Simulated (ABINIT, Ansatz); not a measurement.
# Calculated records

## Quasiparticle gap of BaTiO3 (P4mm) in ABINIT

The structure is tetragonal, space group P4mm (No. 99). Conventional cell: a = 4.000 Å, b = 4.000 Å, c = 4.018 Å, α = 90.00°, β = 90.00°, γ = 90.00°. Nearest to Ba lie 12 O at 2.79 to 2.88 Å. Nearest to Ti lie 6 O at 1.89 to 2.13 Å. O has 2 Ti at 1.89 to 2.13 Å and 4 Ba at 2.83 Å nearest. Nearest to O lie 2 Ti at 2.00 Å and 4 Ba at 2.79 to 2.88 Å. Farther neighbours, and contacts between anions beyond the nearest, are not listed.

```xyz
5
Lattice="3.9998 0.0000 0.0000 0.0000 3.9998 0.0000 0.0000 0.0000 4.0180" Properties=species:S:1:pos:R:3 pbc="T T T"
Ba    0.0000    0.0000    0.0000
Ti    1.9999    1.9999    1.9688
O     1.9999    1.9999    0.0763
O     1.9999    0.0000    2.0773
O     0.0000    1.9999    2.0773
```

```yaml
method: RPA screening on LDA, plane waves, norm-conserving pseudopotentials (and 2 further levels or steps)
program: ABINIT 10.8.3
settings: cutoff 38 Ha, PseudoDojo scalar-relativistic 0.4.1 standard, norm-conserving, potential set dojo-sr-lda-0.4.1-standard, ngkpt (4, 4, 4), nband 77, ecuteps 4.4 Ha, inclvkb 2, shiftk (0, 0, 0), symchi 1, awtr 1, frequency ppm, 4×4×4 k-mesh
cost: 4 runs, 5.2 min in all on 8 MPI ranks of Arm Neoverse N1, shared host
notes: The database entry behind the starting cell differs from other determinations of this structure. The program’s warnings: nkpt*nsppol () is not a multiple of nproc spkpt (). The cell and positions come from the Crystallography Open Database and are kept as given unless a step says otherwise. Limits: no spin-orbit coupling. The 4×4×4 mesh is coarse for this cell, which bears on the long-range parts of exchange and screening.
lda_gap: 1.74 eV, indirect
g0w0_gap_on_the_mesh: 3.46 eV
gw_settings: 4×4×4 mesh, 77 bands, screening to 119.7 eV, Godby-Needs plasmon pole
known_limits: short of the basis limit; no spin-orbit coupling; coarse k mesh
```

G0W0 moves the gap on the mesh from 1.74 eV to 3.46 eV (+1.71 eV), with Z of 0.76 and 0.78 at the edges. Local fields lower the RPA ε∞ on this mesh from 6.91 to 6.36; a Γ-centred mesh this coarse tends to raise both, most where the direct gap is narrow, while a short band sum lowers them.

[Long decimals in the printed logs are rounded to 6 places.]

[Logs are printed without paths, hosts, clocks, repeated set-up lines and the standing remarks that a program may print on its own settings, such as how far it seeks lower states.]

[Paths, hosts, dates, memory and timing lines, banners, echoed tables and standing remarks are left out of the program output; an Ansatz launch command may be rebuilt from the run's recorded settings. Measured values are a selection of at most five: reports struck by readers or far from the other reports are left out. None is set beside runs whose start may be inverted or whose files or cutoffs have a known fault.]

[Runs of the session that timed out or met a known fault of the program may be left out.]

[Hosts, paths, dates, database ids (printed as entryN), source tags and the programs' standing remarks are cut or masked in the printed files.]

[G0W0 gaps are taken among the corrected bands and points alone; a level outside them can change the order at an edge.]

[Where Ansatz stands beside ABINIT at settings called matched, ABINIT's density can come from a denser mesh and the files from another edition; pairs whose starting gaps differed by over 0.03 eV were left out, so agreement reads better than it is.]
